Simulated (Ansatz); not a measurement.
# Series on liquid mixture of sulfolane and H2O, by temperature

How do cells made at different temperatures differ in energy, pressure, forces, levels, charges and cost?

Computed with Ansatz 0.2.0: Kohn-Sham DFT, PBEsol, PAW (set soft_2). Every run is a single point, with the atoms held where the recipe put them (cutoff of the plane-wave runs 420 eV, gaussian smearing of 0.025 eV).

First member: 12 sulfolane, 4 H2O placed at random, at 1.28 g/cm³; overlaps pushed apart, then 10 ps at 450 K with MMFF94 bonds, angles, torsions, charges and radii (Halgren, J. Comput. Chem. 17, 490 (1996)) in harmonic and 12-6 forms; SPC/E water (Berendsen, Grigera and Straatsma, J. Phys. Chem. 91, 6269 (1987)). Snapshot after 20 ps at 260 K and fixed volume.

Last member: 12 sulfolane, 4 H2O placed at random, at 1.11 g/cm³; overlaps pushed apart, then 10 ps at 490 K with MMFF94 bonds, angles, torsions, charges and radii (Halgren, J. Comput. Chem. 17, 490 (1996)) in harmonic and 12-6 forms; SPC/E water (Berendsen, Grigera and Straatsma, J. Phys. Chem. 91, 6269 (1987)). Snapshot after 20 ps at 440 K and fixed volume.

The members:

```tsv
temperature (K)	reduced formula	atoms	valence electrons	k-mesh	basis	density (g/cm³)
260	H26C12S3O7	192	536	1×1×1	plane waves	1.28
300	H26C12S3O7	192	536	1×1×1	plane waves	1.25
340	H26C12S3O7	192	536	1×1×1	plane waves	1.21
380	H26C12S3O7	192	536	1×1×1	plane waves	1.17
440	H26C12S3O7	192	536	1×1×1	plane waves	1.11
```

Each cell is one sample from a classical run, so sample-to-sample scatter enters every column; pressures lack the kinetic term, and hold the strain of bonds inside molecules, whose lengths the classical model set.

The input of the first member, without its atom lines; other members have their own cell and atoms, and may differ in mesh, basis and outputs:

```yaml
crystal:
  lattice:
    - [12.50726, 0.0, 0.0]
    - [0.0, 12.50726, 0.0]
    - [0.0, 0.0, 12.50726]
  atoms:
    [... 192 lines ...]
kpoints:
  mp_grid: { grid: [1, 1, 1] }
hamiltonian:
  xc: pbesol
scf:
  occupations: { method: gaussian, width: 0.025 }
output:
  forces: true
  stress: true
  populations: intrinsic
  dos:
    method: { smearing: { sigma: 0.15 } }
    de: 0.1
    projected: { site_lists: { C: [C], H: [H], O: [O], S: [S] } }
  eigenvalues: true
  write_density: true
  write_potential: true
  volumetric_format: npy
```

Results; charges are mean intrinsic-atomic-orbital charges in e:

```tsv
temperature (K)	energy less the first member's (meV/atom)	pressure (GPa)	r.m.s. force (eV/Å)	gap (eV)	q(S)	q(C)	q(O)
260	0.0	3.63	0.777	4.95	+2.05	-0.45	-0.90
300	3.3	2.83	0.849	5.14	+2.04	-0.45	-0.89
340	15.6	2.74	0.980	4.75	+2.05	-0.45	-0.89
380	14.3	3.32	1.01	4.55	+2.05	-0.46	-0.90
440	19.0	2.77	1.03	4.54	+2.04	-0.46	-0.89
```

The gap is that between the highest filled and lowest empty Kohn-Sham level on the run's k-points, and semilocal functionals tend to put gaps under measured ones.

Cost on 8 threads of Arm Neoverse V2, shared host:

```tsv
temperature (K)	atoms	basis	k-mesh	SCF cycles	time	host memory (GiB)
260	192	plane waves	1×1×1	11	20 s	2.8
300	192	plane waves	1×1×1	11	20 s	2.9
340	192	plane waves	1×1×1	11	21 s	2.9
380	192	plane waves	1×1×1	12	22 s	3.0
440	192	plane waves	1×1×1	11	23 s	3.1
```

Times include the outputs that each run asked for, on hosts shared with other jobs.

**Reading.** The energy against the first member is lowest at 260 K (0.0 meV/atom) and highest at 440 K (19.0 meV/atom), rising overall but not at every step; each member is a single configuration. The gap is lowest at 440 K (4.54 eV) and highest at 300 K (5.14 eV), falling overall but not at every step; in single samples it varies with the configuration. The density spans 1.11 to 1.28 g/cm³, so the columns mix its effect with that of the temperature. The pressure is lowest at 340 K (2.7 GPa) and highest at 260 K (3.6 GPa), with no steady trend; the recipes set unlike densities, and the bond lengths of the classical model enter the pressure too. The r.m.s. force goes from 0.78 eV/Å at 260 to 1 eV/Å at 440 K.

Caveats: The network of contacts between molecules at the start is that of the classical potential that made the cell, and needn't be the one that DFT or experiment would give. The cells aren't relaxed by DFT, which could reorder their energies. The functional has no dispersion term, which matters between molecules.

[Logs are printed without paths, hosts, clocks, repeated set-up lines and the standing remarks that a program may print on its own settings, such as how far it seeks lower states.]

[Hosts, paths, dates, database ids (printed as entryN), source tags and the programs' standing remarks are cut or masked in the printed files.]

[The MMFF94 radii named for the starting cell were scaled by 0.96; in molecules described by MMFF94, hydrogen bound to N, O or S took a small fixed 12-6 site in their place.]
